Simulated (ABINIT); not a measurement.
# MgS (F-43m): G0W0 in ABINIT against the wavefunction cutoff in GW

How does the gap of MgS (F-43m) converge in the wavefunction cutoff in GW?

Main program and level: ABINIT 10.8.3; LDA and many-body steps on it, plane waves.

Report form: the programs' logs are mostly left out.

## Step 1: Set-up

It takes space group F-43m (No. 216, cubic). Conventional cell: a = 5.666 Å, b = 5.666 Å, c = 5.666 Å, α = 90.00°, β = 90.00°, γ = 90.00°. Mg has 4 S at 2.45 Å nearest. Nearest to S lie 4 Mg at 2.45 Å. Farther neighbours and most contacts between anions are not listed.

Coordinates:

```cif
data_structure
_symmetry_space_group_name_H-M 'P 1'
_symmetry_Int_Tables_number 1
_cell_length_a 4.0066
_cell_length_b 4.0066
_cell_length_c 4.0066
_cell_angle_alpha 60.000
_cell_angle_beta 60.000
_cell_angle_gamma 60.000
_cell_volume 45.48
loop_
_atom_site_label
_atom_site_type_symbol
_atom_site_fract_x
_atom_site_fract_y
_atom_site_fract_z
_atom_site_occupancy
Mg1 Mg 0.00000 0.00000 0.00000 1
S2 S 0.75000 0.75000 0.75000 1
```

The cell and positions are those that the Materials Project relaxed with its own functionals (PBE, PBE+U or r2SCAN), kept fixed. This is not the form that MgS usually takes at ambient conditions.

## Step 2: Screening, 4×4×4 mesh, 26 bands, screening to 106.1 eV

This step: ABINIT 10.8.3; RPA screening on LDA, plane waves, norm-conserving pseudopotentials.

The RPA dielectric matrix is built and inverted for each q.

The input, run.abi:

```
acell 3*1.0 Angstrom
rprim 
  -0.000000000000 2.833120046800 2.833120046800
  2.833120046800 -0.000000000000 2.833120046800
  2.833120046800 2.833120046800 -0.000000000000
ntypat 2
znucl 12 16
natom 2
typat 1 2
xred 
  0.000000000000 0.000000000000 0.000000000000
  0.750000000000 0.750000000000 0.750000000000
pp_dirpath "pseudos"
pseudos "Mg.upf, S.upf"
ecut 38
ngkpt 4 4 4
nshiftk 1
shiftk 0 0 0
kptopt 1
chksymbreak 0
istwfk *1
occopt 1
irdwfk 1
optdriver 3
nband 26
ecuteps 3.9
inclvkb 2
awtr 1
symchi 1
ecutwfn 11.4
indata_prefix "in"
outdata_prefix "out"
tmpdata_prefix "tmp"
```

Launch:

```sh
> OMP_NUM_THREADS=1 mpirun -n 4 abinit run.abi > log
```

Run time: 2.3 s. Hardware: 4 MPI ranks of Arm Neoverse V2, shared host; peak memory 0.08 GiB; 8.8 s of CPU time.

Numbers from this step:

```
ε∞ with local fields, on this mesh, along the program's q direction : 4.423
the same without local fields                                       : 5.219
plasma frequency                                                    : 21.72 eV
plane waves in the screening matrix                                 : 113
```

Local fields lower ε∞ by 15 %. On a Γ-centred mesh this coarse the value itself is usually too large, while a short band sum pulls it down.

## Step 3: 11.4 Ha

This step: G0W0 on LDA, plane waves, norm-conserving pseudopotentials.

Changes to run.abi since step 2:

```diff
@@ -23,8 +23,15 @@
 irdwfk 1
-optdriver 3
+optdriver 4
 nband 26
+gwcalctyp 0
+ecutsigx 11.4
+symsigma 1
+nkptgw 1
+kptgw 
+  0.0000000000 0.0000000000 0.0000000000
+bdgw 
+  6 12
 ecuteps 3.9
-inclvkb 2
-awtr 1
-symchi 1
+irdscr 1
+ppmodel 1
 ecutwfn 11.4
```

Run time: 1.7 s. Hardware: 4 MPI ranks; peak memory 0.08 GiB.

Numbers from this step:

```yaml
g0w0_gap_on_the_points_computed: 4.986 eV
starting_gap_on_the_mesh: 3.165 eV
k_of_the_valence_top: 0, 0, 0
k_of_the_conduction_bottom: 0, 0, 0
z_at_the_valence_top: 0.783
z_at_the_conduction_bottom: 0.82
least_direct_g0w0_gap_on_the_computed_points: 4.986 eV
```

## Step 4: Screening, 4×4×4 mesh, 26 bands, screening to 106.1 eV

This step: RPA screening on LDA, plane waves, norm-conserving pseudopotentials.

Changes to run.abi since step 3:

```diff
@@ -23,16 +23,9 @@
 irdwfk 1
-optdriver 4
+optdriver 3
 nband 26
-gwcalctyp 0
-ecutsigx 11.4
-symsigma 1
-nkptgw 1
-kptgw 
-  0.0000000000 0.0000000000 0.0000000000
-bdgw 
-  6 12
 ecuteps 3.9
-irdscr 1
-ppmodel 1
-ecutwfn 11.4
+inclvkb 2
+awtr 1
+symchi 1
+ecutwfn 19
 indata_prefix "in"
```

It took 3 s on 4 MPI ranks; peak memory 0.1 GiB.

Numbers from this step:

```yaml
eps_infinity_with_local_fields_on_this_mesh_along_the_program_s_q_direction: 4.395
the_same_without_local_fields: 5.180
plasma_frequency: 21.99 eV
plane_waves_in_the_screening_matrix: 113
```

## Step 5: 19 Ha

The self-energy is evaluated for the states that the input lists, and the levels follow from it, in one-shot runs by the linearised quasiparticle equation.

This step: G0W0 on LDA, plane waves, norm-conserving pseudopotentials.

Changes to run.abi since step 4:

```diff
@@ -23,8 +23,15 @@
 irdwfk 1
-optdriver 3
+optdriver 4
 nband 26
+gwcalctyp 0
+ecutsigx 19
+symsigma 1
+nkptgw 1
+kptgw 
+  0.0000000000 0.0000000000 0.0000000000
+bdgw 
+  6 12
 ecuteps 3.9
-inclvkb 2
-awtr 1
-symchi 1
+irdscr 1
+ppmodel 1
 ecutwfn 19
```

Wall time 1.8 s (4 MPI ranks); peak memory 0.09 GiB.

Numbers from this step:

- G0W0 gap on the points computed: 4.915 eV
- starting gap on the mesh: 3.165 eV
- k of the valence top: 0, 0, 0
- k of the conduction bottom: 0, 0, 0
- Z at the valence top: 0.782
- Z at the conduction bottom: 0.82
- least direct G0W0 gap on the computed points: 4.915 eV

The gap on the mesh goes from 3.17 eV to 4.92 eV, a correction of +1.75 eV.

## Step 6: Screening, 4×4×4 mesh, 26 bands, screening to 106.1 eV

This step: RPA screening on LDA, plane waves, norm-conserving pseudopotentials.

Changes to run.abi since step 5:

```diff
@@ -23,16 +23,9 @@
 irdwfk 1
-optdriver 4
+optdriver 3
 nband 26
-gwcalctyp 0
-ecutsigx 19
-symsigma 1
-nkptgw 1
-kptgw 
-  0.0000000000 0.0000000000 0.0000000000
-bdgw 
-  6 12
 ecuteps 3.9
-irdscr 1
-ppmodel 1
-ecutwfn 19
+inclvkb 2
+awtr 1
+symchi 1
+ecutwfn 28.5
 indata_prefix "in"
```

The job ended after 2.8 s (4 MPI ranks; peak memory 0.11 GiB; 11 s of CPU time).

Numbers from this step:

| Item | Value |
| --- | --- |
| ε∞ with local fields, on this mesh, along the program's q direction | 4.386 |
| the same without local fields | 5.170 |
| plasma frequency | 22.02 eV |
| plane waves in the screening matrix | 113 |

## Step 7: 28.5 Ha

This step: G0W0 on LDA, plane waves, norm-conserving pseudopotentials.

Changes to run.abi since step 6:

```diff
@@ -23,8 +23,15 @@
 irdwfk 1
-optdriver 3
+optdriver 4
 nband 26
+gwcalctyp 0
+ecutsigx 28.5
+symsigma 1
+nkptgw 1
+kptgw 
+  0.0000000000 0.0000000000 0.0000000000
+bdgw 
+  6 12
 ecuteps 3.9
-inclvkb 2
-awtr 1
-symchi 1
+irdscr 1
+ppmodel 1
 ecutwfn 28.5
```

The job ended after 1.9 s (4 MPI ranks; peak memory 0.13 GiB; 7.3 s of CPU time).

This step gave:

```
G0W0 gap on the points computed              : 4.894 eV
starting gap on the mesh                     : 3.165 eV
k of the valence top                         : 0, 0, 0
k of the conduction bottom                   : 0, 0, 0
least direct G0W0 gap on the computed points : 4.894 eV
```

Against the run before, the gap moves by −0.021 eV.

## Step 8: Screening, 4×4×4 mesh, 26 bands, screening to 106.1 eV

This step: RPA screening on LDA, plane waves, norm-conserving pseudopotentials.

Changes to run.abi since step 7:

```diff
@@ -23,16 +23,8 @@
 irdwfk 1
-optdriver 4
+optdriver 3
 nband 26
-gwcalctyp 0
-ecutsigx 28.5
-symsigma 1
-nkptgw 1
-kptgw 
-  0.0000000000 0.0000000000 0.0000000000
-bdgw 
-  6 12
 ecuteps 3.9
-irdscr 1
-ppmodel 1
-ecutwfn 28.5
+inclvkb 2
+awtr 1
+symchi 1
 indata_prefix "in"
```

Wall time 3.6 s (4 MPI ranks); peak memory 0.46 GiB.

This step gave:

```
ε∞ with local fields, on this mesh, along the program's q direction : 4.385
the same without local fields                                       : 5.168
plasma frequency                                                    : 22.02 eV
plane waves in the screening matrix                                 : 113
```

## Step 9: 38 Ha

This step: G0W0 on LDA, plane waves, norm-conserving pseudopotentials.

Changes to run.abi since step 8:

```diff
@@ -23,8 +23,15 @@
 irdwfk 1
-optdriver 3
+optdriver 4
 nband 26
+gwcalctyp 0
+ecutsigx 38
+symsigma 1
+nkptgw 1
+kptgw 
+  0.0000000000 0.0000000000 0.0000000000
+bdgw 
+  6 12
 ecuteps 3.9
-inclvkb 2
-awtr 1
-symchi 1
+irdscr 1
+ppmodel 1
 indata_prefix "in"
```

The job ended after 2.1 s (4 MPI ranks; peak memory 0.16 GiB; 8.2 s of CPU time).

This step gave:

* G0W0 gap on the points computed: 4.892 eV
* starting gap on the mesh: 3.165 eV
* k of the valence top: 0, 0, 0
* k of the conduction bottom: 0, 0, 0
* least direct G0W0 gap on the computed points: 4.892 eV

Against the run before, the gap moves by −0.002 eV.

## Step 10: The runs together

Times are wall times on 4 MPI ranks of Arm Neoverse V2, shared host, good to a factor of about two. A run's time includes the screening step that it read.

```
    run   mesh  bands  screening cutoff (eV)  DFT gap (eV)  gap on the mesh (eV)  direct (eV)  ε∞ used   time
11.4 Ha  4×4×4     26                  106.1         3.165                 4.986        4.986     4.42    4 s
  19 Ha  4×4×4     26                  106.1         3.165                 4.915        4.915     4.40  4.8 s
28.5 Ha  4×4×4     26                  106.1         3.165                 4.894        4.894     4.39  4.7 s
  38 Ha  4×4×4     26                  106.1         3.165                 4.892        4.892     4.38  5.7 s
```

## Step 11: What came out

```yaml
11p4_ha: 4.986 eV
19_ha: 4.915 eV
28p5_ha: 4.894 eV
38_ha: 4.892 eV
known_limits: not at the basis limit; coarse k mesh
```

**Reading.** The setting moved: wavefunction cutoff in GW. From 11.4 Ha to 38 Ha the gap moves by −0.09 eV. It holds to 0.03 eV from 19 Ha on. Bands and screening cutoff are coupled, so a series along one setting does not show full convergence. The exchange cutoff follows the wavefunction cutoff here. Bands and cutoff are finite, so the gap is not at the basis limit. The miss can reach some tenths of an eV and take either sign; the mesh is an error of its own. In the G0W0 runs levels were corrected at 1 k point alone, so a gap called «on the mesh» is the least over those, and an edge elsewhere would be missed. The 4×4×4 mesh is coarse for this cell, which bears on the long-range parts of exchange and screening.

[Paths, hosts, dates, memory and timing lines, banners, echoed tables and standing remarks are left out of the program output.]

[Logs are printed without paths, hosts, clocks, repeated set-up lines and the standing remarks that a program may print on its own settings, such as how far it seeks lower states.]

[Runs of the session that timed out or met a known fault of the program may be left out.]

[Hosts, paths, dates, database ids (printed as entryN), source tags and the programs' standing remarks are cut or masked in the printed files.]

[G0W0 gaps are taken among the corrected bands and points alone; a level outside them can change the order at an edge.]

[Where Ansatz stands beside ABINIT at settings called matched, ABINIT's density can come from a denser mesh and the files from another edition; pairs whose starting gaps differed by over 0.03 eV were left out, so agreement reads better than it is.]
